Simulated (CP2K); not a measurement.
Consider methylammonium at its PBE geometry (Å).

```xyz
8

C    -0.7620    0.1040   -0.0177
N     0.7385   -0.0998    0.0190
H    -1.1848   -0.5803   -0.7592
H    -0.9636    1.1426   -0.2946
H    -1.1628   -0.1138    0.9764
H     0.9813   -1.0687    0.2728
H     1.1898    0.5240    0.7037
H     1.1636    0.0919   -0.9004
```

Method: CP2K XAS_TDP, all-electron GAPW, PBEh(45%), aug-cc-pVTZ, TDA, no relativity.

Where do the N K-edge lines lie, and how strong are they?

Leading lines: N2 401.57 eV. The leading line of an atom is its first one with 35 % of the strongest within 2.5 eV of its lowest line over the strength cut. 

The first six lines of each atom with a strength over 0.0015:

| atom | energy (eV) | states | strength, one atom |
| --- | --- | --- | --- |
| N2 (bonded to C and 3 H) | 400.74 | 1 | 0.0060 |
|  | 401.57 | 1 | 0.0440 |
|  | 401.59 | 1 | 0.0439 |
|  | 402.26 | 1 | 0.0371 |
|  | 404.09 | 1 | 0.0128 |
|  | 405.98 | 2 | 0.0042 |

Lines are vertical, at one geometry, with no vibrational structure. Without a correction of the core level, line positions, and the gaps between valence and Rydberg lines, follow the share of exact exchange. At this level such K lines come out 3 to 6 eV under measured ones. These values hold no scalar relativity, about 0.2 eV for N 1s. Rydberg lines, and the discretised continuum above threshold, depend on the basis and the box. The ion (charge +1) is isolated, with no counter-ion or solvent.

[Banner, clock and machine lines of the logs are left out without a mark of their own.]

[Logs are printed without paths, hosts, clocks, repeated set-up lines and the standing remarks that a program may print on its own settings, such as how far it seeks lower states.]

[Hosts, paths, dates, database ids (printed as entryN), source tags and the programs' standing remarks are cut or masked in the printed files.]
